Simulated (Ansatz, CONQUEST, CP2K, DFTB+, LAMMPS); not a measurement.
**Other levels on liquid tetrahydrofuran at 300 K (117 atoms)**

Density of this cell: 0.890 g/cm³. The cell holds 117 atoms: 36 C, 9 O and 72 H. Its edges and angles: a = 10.658 Å, b = 10.658 Å, c = 10.658 Å, α = 90.0°, β = 90.0°, γ = 90.0°. 9 tetrahydrofuran placed at random, at 0.89 g/cm³; overlaps pushed apart, then 10 ps at 450 K with MMFF94 bonds, angles, torsions, charges and radii (Halgren, J. Comput. Chem. 17, 490 (1996)) in harmonic and 12-6 forms. Snapshot after 20 ps at 300 K and fixed volume.

Geometry: as built.

The reference, a calculation:

```
method                                           : Kohn-Sham DFT, PBE, PAW, plane waves (Ansatz 0.2.0); cutoff 420 eV, Γ point, fermi-dirac smearing of 0.05 eV; PAW set soft_2
r.m.s. force component                           : 0.8228 eV/Å
longest force                                    : 4.54 eV/Å
pressure                                         : 2.383 GPa
gap (highest filled to lowest empty level) : 4.063 eV
SCF cycles                                       : 9
time                                             : 12 s on 4 threads of Intel Xeon Platinum 8375C at 2.90GHz (Ice Lake), shared host
CPU time                                         : 40 s
```

Runs, in no order:
A. CONQUEST PBE, grid 120 Ha: Kohn-Sham DFT, PBE, norm-conserving pseudopotentials, pseudo-atomic orbitals (double zeta with polarisation), diagonalisation
B. CP2K PBE, DZVP-MOLOPT-SR, 840/50 Ry, diagonalisation: Kohn-Sham DFT, PBE, GTH-PBE pseudopotentials, Gaussian and plane waves, DZVP-MOLOPT-SR-GTH, diagonalisation
C. DFTB+ DFTB 3ob-3-1: third-order SCC-DFTB tight binding, 3ob-3-1 parameters, diagonalisation

Q: Order them from the smallest to the largest r.m.s. force difference.

B, C, A.

```
                                                    run  Δ force, r.m.s. (meV/Å)  share of r.m.s. force (%)  CPU time
B. CP2K PBE, DZVP-MOLOPT-SR, 840/50 Ry, diagonalisation                     95.3                       11.6    17 min
                                  C. DFTB+ DFTB 3ob-3-1                      138                       16.8       1 s
                           A. CONQUEST PBE, grid 120 Ha                      254                       30.9   8.3 min
```

With short bonds to hydrogen, sets of potentials differ among themselves by several per cent in forces even at converged cutoffs, so the reference isn't exact here either. The network of contacts between molecules at the start is that of the classical potential that made the cell, and needn't be the one that DFT or experiment would give. The electronic-structure runs sample only Γ, in a cell whose shortest periodic width is 11 Å.

[Logs are printed without paths, hosts, clocks, repeated set-up lines and the standing remarks that a program may print on its own settings, such as how far it seeks lower states.]

[Hosts, paths, dates, database ids (printed as entryN), source tags and the programs' standing remarks are cut or masked in the printed files.]

[The MMFF94 radii named for the starting cell were scaled by 0.96; in molecules described by MMFF94, hydrogen bound to N, O or S took a small fixed 12-6 site in their place.]
